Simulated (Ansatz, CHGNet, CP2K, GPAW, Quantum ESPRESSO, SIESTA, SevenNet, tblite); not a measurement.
**Codes compared on random packing of 61Li2S-17P2S5-22LiCl (mol %) (62 atoms)**

How near do other programs and methods come to a plane-wave reference for random packing of 61Li2S-17P2S5-22LiCl (mol %) (62 atoms)? A plane-wave run serves as the reference.

Calculated with Quantum ESPRESSO 7.5; Kohn-Sham DFT, PBE, SSSP efficiency 1.3.0 pseudopotentials, plane waves.

**1. The starting structure**

The cell holds 62 atoms: 26 Li, 26 S, 6 P and 4 Cl. Its edges and angles: a = 10.731 Å, b = 10.731 Å, c = 10.731 Å, α = 90.0°, β = 90.0°, γ = 90.0°. 62 atoms (26 Li, 26 S, 6 P, 4 Cl) packed at random in a cube at 1.8 g/cm³ and pushed apart as soft spheres, cations and anions kept from their own kind; a start for melting by ab initio MD, not an equilibrated structure. Then every atom was moved at random, 0.05 Å r.m.s. a Cartesian component.

**2. Reference: Quantum ESPRESSO, plane waves**

Contents of pw.in:

```
&control
  calculation = 'scf'
  pseudo_dir = './pseudo'
  outdir = './tmp'
  disk_io = 'none'
  tprnfor = .true.
  tstress = .true.
/
&system
  ibrav = 0
  nat = 62
  ntyp = 4
  ecutwfc = 45
  ecutrho = 360
  nosym = .true.
  occupations = 'smearing'
  smearing = 'fd'
  degauss = 0.003675
/
&electrons
  conv_thr = 3.1e-07
  electron_maxstep = 100
  mixing_beta = 0.4
  mixing_mode = 'plain'
  diagonalization = 'david'
/
ATOMIC_SPECIES
Li 6.940 Li.upf
S 32.060 S.upf
P 30.974 P.upf
Cl 35.450 Cl.upf
CELL_PARAMETERS angstrom
10.73070 0.00000 0.00000
0.00000 10.73070 0.00000
0.00000 0.00000 10.73070
ATOMIC_POSITIONS crystal
Li 0.97120 0.00549 0.57681
Li 0.40835 0.80944 0.15454
Li 0.98034 0.50409 0.43001
Li 0.66960 0.02867 0.09513
Li 0.31880 0.26943 0.56089
Li 0.47706 0.50371 0.81912
Li 0.15892 0.36128 0.99988
Li 0.73348 0.85169 0.73855
Li 0.84880 0.34559 0.95435
Li 0.18554 0.11129 0.35091
Li 0.07493 0.85102 0.82329
Li 0.02448 0.16915 0.79755
[... 46 atom lines left out ...]
Cl 0.25548 0.78134 0.72413
Cl 0.94652 0.58313 0.63207
Cl 0.07673 0.77563 0.04789
Cl 0.27892 0.61858 0.95942
K_POINTS gamma
```

Launch:

```
> OMP_NUM_THREADS=1 mpirun -np 2 pw.x -in pw.in > output.txt
```

Log:

```text
Program PWSCF
     gamma-point specific algorithms are used
     Parallelization info
     sticks:   dense  smooth     PW     G-vecs:    dense   smooth      PW
     Min        5892    2950    739               480879   169941   21249
     Max        5893    2951    742               480884   169942   21250
     Sum       11785    5901   1481               961763   339883   42499
     bravais-lattice index     =            0
     lattice parameter (alat)  =      20.2781  a.u.
     unit-cell volume          =    8338.3623 (a.u.)^3
     number of atoms/cell      =           62
     number of atomic types    =            4
     number of electrons       =       292.00
     number of Kohn-Sham states=          175
     kinetic-energy cutoff     =      45.0000  Ry
[... lines left out ...]
     scf convergence threshold =      3.1E-07
[... lines left out ...]
     number of k points=     1  Fermi-Dirac smearing, width (Ry)=  0.0037
[... lines left out ...]
     total energy              =   -1210.20732283 Ry
[... lines left out ...]
     total energy              =   -1204.13335124 Ry
[... lines left out ...]
     total energy              =   -1220.20723379 Ry
[... lines left out ...]
     total energy              =   -1221.45259133 Ry
[... lines left out ...]
     total energy              =   -1221.45259140 Ry
[... lines left out ...]
   -42.7218 -42.6560 -42.5558 -42.5349 -42.5150 -42.4715 -42.3661 -42.3068
   -42.1326 -42.0711 -42.0344 -42.0070 -41.9568 -41.9333 -41.6863 -41.6502
[...]
3.5212   3.5417   3.6195   3.7391   3.7777   3.8724   4.0222   4.2149
     4.4507   4.7838   5.0090   5.3184   5.7121   5.9303   6.0325   6.2635
     6.3894   6.5066   6.5885   6.7681   6.9258   7.0082   7.3978
     the Fermi energy is     3.1672 ev
!    total energy              =   -1221.45259127 Ry
     estimated scf accuracy    <       0.00000029 Ry
     smearing contrib. (-TS)   =      -0.02751490 Ry
     internal energy E=F+TS    =   -1221.42507637 Ry
     The total energy is F=E-TS. E is the sum of the following terms:
     one-electron contribution =    -321.63605025 Ry
     hartree contribution      =     226.19905036 Ry
     xc contribution           =    -370.18844984 Ry
     ewald contribution        =    -755.79962664 Ry
     convergence has been achieved in  34 iterations
     negative rho (up, down):  5.853E-02 0.000E+00
     Forces acting on atoms (cartesian axes, Ry/au):
     atom    1 type  1   force =     0.00952278    0.01589109   -0.00503428
     atom    2 type  1   force =    -0.00454150   -0.00332845    0.00560522
     atom    3 type  1   force =     0.03106847   -0.00414369   -0.02134528
[...]
atom   61 type  4   force =    -0.00785046    0.01971432   -0.02250051
     atom   62 type  4   force =     0.02738290   -0.02529214    0.00259419
     Total force =     0.326566     Total SCF correction =     0.000960
     Computing stress (Cartesian axis) and pressure
     negative rho (up, down):  5.853E-02 0.000E+00
          total   stress  (Ry/bohr**3)                   (kbar)     P=       -6.47
  -0.00005719  -0.00001880  -0.00000143           -8.41       -2.77       -0.21
  -0.00001880  -0.00005221   0.00002227           -2.77       -7.68        3.28
  -0.00000143   0.00002227  -0.00002247           -0.21        3.28       -3.31
     Message from routine punch:
     Nothing written, as per user request (disk_io='none')
```

The job ended after 6.3 min (2 MPI ranks of Arm Neoverse V2, shared host; peak memory 2.5 GiB; 13 min of CPU time).

Banners, paths, timers and routine set-up lines are dropped from the logs unmarked, and long logs keep their key lines alone; longer cuts are marked.

Numbers from this run:

```
r.m.s. force component : 0.6157 eV/Å
longest force          : 2.337 eV/Å
pressure               : -0.6467 GPa
```

**3. Local order**

g(r), total and by pair (bins of 0.2 Å):

```csv
r (Å),total,Li-Li,Li-S,Li-P,Li-Cl,S-S,S-P
2.00,0.24,0.00,0.00,0.00,0.00,0.00,2.96
2.20,1.09,0.00,2.06,0.00,1.87,0.00,1.97
2.40,1.57,0.00,3.85,0.00,2.49,0.00,1.03
2.60,0.57,0.00,0.98,0.00,2.80,0.00,0.44
2.80,1.13,0.18,1.27,4.43,1.82,0.18,1.58
3.00,1.65,2.25,1.36,1.06,0.50,2.91,0.00
3.20,1.41,2.16,0.71,1.21,0.45,1.74,2.44
3.40,1.07,1.26,0.82,2.21,1.24,0.86,0.83
3.60,1.05,1.01,1.12,1.23,0.71,1.36,1.21
3.80,0.87,0.81,0.65,0.65,1.31,1.31,0.44
4.00,0.88,0.91,0.64,0.40,0.59,1.09,1.60
4.20,0.88,1.16,0.95,0.88,0.54,0.84,0.90
4.40,1.03,1.21,0.71,1.80,0.74,1.35,1.15
4.60,0.73,0.82,0.79,0.59,0.67,0.75,0.44
4.80,1.00,1.00,1.07,0.96,0.80,0.88,1.09
5.00,0.99,1.17,1.04,0.38,1.70,0.76,1.02
5.20,1.20,0.86,1.35,0.93,2.09,1.01,1.38
```

**4. The other programs**

The programs:
- CHGNet: machine-learned potential, published weights.
- CP2K 2026.2: Gaussian basis with GTH pseudopotentials and a plane-wave density; labels give functional, basis (MOLOPT sets; SR short-range, UZH the newer set with its own potentials), grid cutoff/relative cutoff and solver (OT: orbital transformation; TRS4, TC2, SIGN: linear-scaling purification with its sparsity filter), or its built-in tight binding.
- GPAW 26.7.0: PAW with atomic orbitals (LCAO), plane waves or a real-space grid of spacing h.
- Quantum ESPRESSO 7.5: plane waves; labels (QE) give functional, pseudopotential set and cutoffs of waves/density.
- SIESTA 5.4.2: numerical atomic orbitals, whose automatically made sets are far from complete, with PseudoDojo norm-conserving potentials that we converted to its format (checked against plane waves on the same files for H, C, O, Si, Ge and Ca alone); labels give functional, basis size, energy shift and mesh cutoff.
- SevenNet: machine-learned potential, published weights.
- tblite 0.8.0: extended tight binding, driven from Python.

All use the same cell and atoms; the electronic-structure runs use the same k-mesh, and an electronic temperature of 580 K (0.05 eV) where levels are smeared.

Differences are against the plane-wave reference, forces as r.m.s. over components; share is that over the reference's r.m.s. force, slope the least-squares factor from reference forces to these. Total energies of different programs have different zeros and aren't compared.

```csv
run,"Δ force, r.m.s. (meV/Å)",share (%),slope,Δ pressure (GPa),cores,CPU time,memory (GiB)
reference,-,-,-,-,2,13 min,2.5
CHGNet 0.3.0 potential,336,54.6,0.762,-0.871,1,3.1 s,0.66
CHGNet r2SCAN potential,399,64.7,0.629,-1.65,1,3.1 s,0.67
"CP2K PBE, DZVP-MOLOPT-SR, 420/50 Ry, diagonalisation (coarse)",43.8,7.12,1.020,0.271,2,5.1 min,1.8
"CP2K PBE, DZVP-MOLOPT-SR, 600/50 Ry, diagonalisation",43.8,7.12,1.020,0.268,2,5.7 min,2.9
"CP2K PBE, DZVP-MOLOPT-SR, 600/70 Ry, diagonalisation",43.8,7.12,1.020,0.268,2,7.4 min,2.9
"CP2K PBE, SZV-MOLOPT-SR, 600/50 Ry, diagonalisation (coarse)",861,140,1.400,5.85,1,3.8 min,2.8
"GPAW PBE, LCAO dzp, h 0.2 Å",145,23.6,1.084,-,1,2.3 min,1.0
"GPAW PBE, LCAO sz(dzp), h 0.2 Å (coarse)",1107,180,1.324,-,1,49 s,0.82
"GPAW PBE, LCAO szp(dzp), h 0.2 Å (coarse)",337,54.7,1.139,-,1,2 min,1.0
"GPAW RPBE, LCAO dzp, h 0.2 Å",159,25.9,1.115,-,1,2.4 min,1.0
"QE PBE, sssp-1.3.0-efficiency, 30/240 Ry (coarse)",1.50,0.243,1.000,-0.455,2,7.5 min,1.4
"QE PBE, sssp-1.3.0-efficiency, 45/360 Ry, rmm-davidson",0.287,0.0466,1.000,-0.0023,4,14 min,2.7
"SIESTA PBE, DZ, shift 0.01 Ry, mesh 300 Ry (coarse)",816,133,1.268,2.03,1,95 s,0.61
"SIESTA PBE, DZP, shift 0.01 Ry, mesh 200 Ry",217,35.3,1.057,0.343,1,2.3 min,0.64
"SIESTA PBE, DZP, shift 0.01 Ry, mesh 300 Ry",217,35.3,1.057,0.321,1,4.4 min,1.0
"SIESTA PBE, SZ, shift 0.01 Ry, mesh 300 Ry (coarse)",1184,192,1.301,4.20,1,72 s,0.52
"SIESTA PBE, SZ, shift 0.02 Ry, mesh 300 Ry (coarse)",1051,171,1.249,0.85,1,63 s,0.47
"SIESTA PBE, SZP, shift 0.01 Ry, mesh 300 Ry (coarse)",529,85.9,1.096,1.15,1,3.4 min,0.93
SevenNet l3i5 potential,268,43.5,0.864,-0.680,1,8.4 s,0.96
tblite GFN1-xTB,413,67.0,0.889,-4.87,1,4 s,0.11
tblite IPEA1-xTB,459,74.6,0.996,-10.8,1,3.6 s,0.12
```

Rows marked coarse were listed beforehand as settings not expected to be converged; some can still land near the reference.

Times of the machine-learned potentials are mostly Python's start and the loading of weights.

CPU time is summed over cores on a shared host, where runs went side by side, so it is rough. Symmetry, cutoffs, thresholds, outputs and thread counts weren't matched or tuned between programs; memory under MPI is the largest rank's times the ranks.

Runs without a result: CP2K GFN1-xTB, diagonalisation (not converged).

Mean charges by element (e), by run and scheme:

```csv
run,scheme,Li,S,P,Cl
"CP2K PBE, DZVP-MOLOPT-SR, 420/50 Ry, diagonalisation",Mulliken,+0.25,-0.19,-0.09,-0.27
"CP2K PBE, DZVP-MOLOPT-SR, 600/50 Ry, diagonalisation",Mulliken,+0.25,-0.19,-0.09,-0.27
"CP2K PBE, DZVP-MOLOPT-SR, 600/70 Ry, diagonalisation",Mulliken,+0.25,-0.19,-0.09,-0.27
"SIESTA PBE, DZP, shift 0.01 Ry, mesh 200 Ry",Hirshfeld,+0.03,-0.07,+0.17,+0.01
"SIESTA PBE, DZP, shift 0.01 Ry, mesh 300 Ry",Hirshfeld,+0.03,-0.07,+0.17,+0.01
tblite GFN1-xTB,Mulliken,+0.20,-0.20,+0.16,-0.25
tblite IPEA1-xTB,Mulliken,+0.33,-0.31,+0.16,-0.34
```

Within one program, basis, potentials and functional, energies share a zero. Each run against its twin at the usual cutoff or grid and solver:

```csv
run,twin,Δ energy (meV/atom),"Δ force, r.m.s. (meV/Å)",CPU time over the twin's
"CP2K PBE, DZVP-MOLOPT-SR, 420/50 Ry, diagonalisation","DZVP-MOLOPT-SR, 600/50 Ry, diagonalisation",-0.0415,1.68,0.90
"CP2K PBE, DZVP-MOLOPT-SR, 600/70 Ry, diagonalisation","DZVP-MOLOPT-SR, 600/50 Ry, diagonalisation",1.0e-4,0.001,1.3
"QE PBE, sssp-1.3.0-efficiency, 30/240 Ry","sssp-1.3.0-efficiency, 45/360 Ry",6.19,1.50,0.59
"QE PBE, sssp-1.3.0-efficiency, 45/360 Ry, rmm-davidson","sssp-1.3.0-efficiency, 45/360 Ry",0,0.287,1.1 (this twin ran on 2 cores)
"SIESTA PBE, DZP, shift 0.01 Ry, mesh 200 Ry","DZP, shift 0.01 Ry, mesh 300 Ry",-1.55,0.873,0.53
```

A second geometry, displaced anew (every atom was moved at random, 0.08 Å r.m.s. a Cartesian component), gives an energy difference that all programs can be tested on. The reference puts it at 6.683 meV/atom.

```csv
run,energy less the first geometry's (meV/atom),error (meV/atom),force share at the second geometry (%)
tblite GFN1-xTB,-3.938,-10.6,60.1
CHGNet 0.3.0 potential,3.357,-3.33,52.2
tblite IPEA1-xTB,-4.74,-11.4,68.7
CHGNet r2SCAN potential,1.971,-4.71,57.9
SevenNet l3i5 potential,0.3123,-6.37,41.5
"GPAW PBE, LCAO dzp, h 0.2 Å",8.665,1.98,19.5
"CP2K PBE, DZVP-MOLOPT-SR, 600/50 Ry, diagonalisation",7.772,1.09,6.86
"SIESTA PBE, DZP, shift 0.01 Ry, mesh 300 Ry",7.708,1.02,28.9
"SIESTA PBE, SZ, shift 0.02 Ry, mesh 300 Ry",7.396,0.713,135
"SIESTA PBE, SZP, shift 0.01 Ry, mesh 300 Ry",6.660,-0.0228,67.6
"SIESTA PBE, SZ, shift 0.01 Ry, mesh 300 Ry",9.775,3.09,154
"CP2K PBE, SZV-MOLOPT-SR, 600/50 Ry, diagonalisation",10.48,3.80,116
"GPAW PBE, LCAO sz(dzp), h 0.2 Å",11.27,4.59,145
"QE PBE, sssp-1.3.0-efficiency, 45/360 Ry, rmm-davidson",6.683,1.0e-4,0.0377
"SIESTA PBE, DZ, shift 0.01 Ry, mesh 300 Ry",12.08,5.40,108
"GPAW RPBE, LCAO dzp, h 0.2 Å",8.517,1.83,21.6
"CP2K PBE, DZVP-MOLOPT-SR, 600/70 Ry, diagonalisation",7.772,1.09,6.86
"CP2K PBE, DZVP-MOLOPT-SR, 420/50 Ry, diagonalisation",7.783,1.10,6.85
"QE PBE, sssp-1.3.0-efficiency, 30/240 Ry",6.681,-0.0025,0.173
"GPAW PBE, LCAO szp(dzp), h 0.2 Å",8.047,1.36,44.1
"SIESTA PBE, DZP, shift 0.01 Ry, mesh 200 Ry",7.710,1.03,28.9
```

**5. Summary of results**

```
reference r.m.s. force component                       : 0.616 eV/Å
nearest in forces                                      : QE PBE, sssp-1.3.0-efficiency, 45/360 Ry, rmm-davidson, 0.047 %
farthest in forces                                     : SIESTA PBE, SZ, shift 0.01 Ry, mesh 300 Ry (coarse), 192 %
cheapest electronic-structure run beside the reference : tblite IPEA1-xTB, 3.6 s of CPU time
```

**Reading.** With the reference's own potentials and cutoffs, another solver or threshold moves forces by 0.047 % (QE PBE, sssp-1.3.0-efficiency, 45/360 Ry, rmm-davidson). The PBE runs in local orbitals, coarse settings apart, differ by 7.1 % (CP2K PBE, DZVP-MOLOPT-SR, 600/50 Ry, diagonalisation) to 35 % (SIESTA PBE, DZP, shift 0.01 Ry, mesh 200 Ry); basis, grid and potentials can all enter. Tight binding differs by 67 % (tblite GFN1-xTB) to 75 % (tblite IPEA1-xTB); it is another model, with fitted parameters of its own, and the xTB methods hold dispersion. Machine-learned potentials differ by 44 % (SevenNet l3i5 potential) to 65 % (CHGNet r2SCAN potential); they were trained on other programs' data, some at another functional. Among those trained on PBE data the slope goes as low as 0.76, with a correlation of 0.84, so directions differ as well as sizes. Rows with another functional or a dispersion term differ by 26 % (GPAW RPBE, LCAO dzp, h 0.2 Å), which mixes the change of model with differences of basis and potentials. IPEA1-xTB was fitted to ionisation energies and electron affinities, not to forces or charges. Runs with settings chosen to be coarse differ by 0.24 % (QE PBE, sssp-1.3.0-efficiency, 30/240 Ry) to 192 % (SIESTA PBE, SZ, shift 0.01 Ry, mesh 300 Ry), their programs' other errors included. Of the electronic-structure runs that take under half the reference's CPU time, CP2K PBE, DZVP-MOLOPT-SR, 420/50 Ry, diagonalisation is among the nearest, at 7.1 % in 5.1 min against 13 min. In pressure, CP2K PBE, SZV-MOLOPT-SR, 600/50 Ry, diagonalisation misses by +5.9 GPa, at the same functional. Charges hang on model, scheme and program or settings: among these rows the mean for Cl runs from -0.34 to +0.01 e. The energy difference between the two geometries, 6.68 meV/atom in the reference, is met best by QE PBE, sssp-1.3.0-efficiency, 45/360 Ry, rmm-davidson (+0.0001) and QE PBE, sssp-1.3.0-efficiency, 30/240 Ry (coarse) (-0.0025) and worst by tblite IPEA1-xTB (-11.4). In the reference: levels near the Fermi energy are neither full nor empty under the smearing, so no gap is quoted. Periodic xTB results under one method name differ between programs and library versions. The potentials hold different valence shells: 292 electrons in the reference, 240 in GPAW; this bears on time and differences. The reference's pressure holds the uncorrected Pulay stress of its 45 Ry basis, so small pressure differences, and their order, may be the reference's own error. Machine-learned potentials mimic data converged in k, so the reference's own k-point error enters their differences. The electronic-structure runs sample only Γ, in a cell whose shortest periodic width is 11 Å, which is coarse for a cell with partly filled levels.

[Also dropped from logs without a mark: logging warnings of Python, and SIESTA's first energy breakdown and zero terms.]

[Logs are printed without paths, hosts, clocks, repeated set-up lines and the standing remarks that a program may print on its own settings, such as how far it seeks lower states.]

[Hosts, paths, dates, database ids (printed as entryN), source tags and the programs' standing remarks are cut or masked in the printed files.]
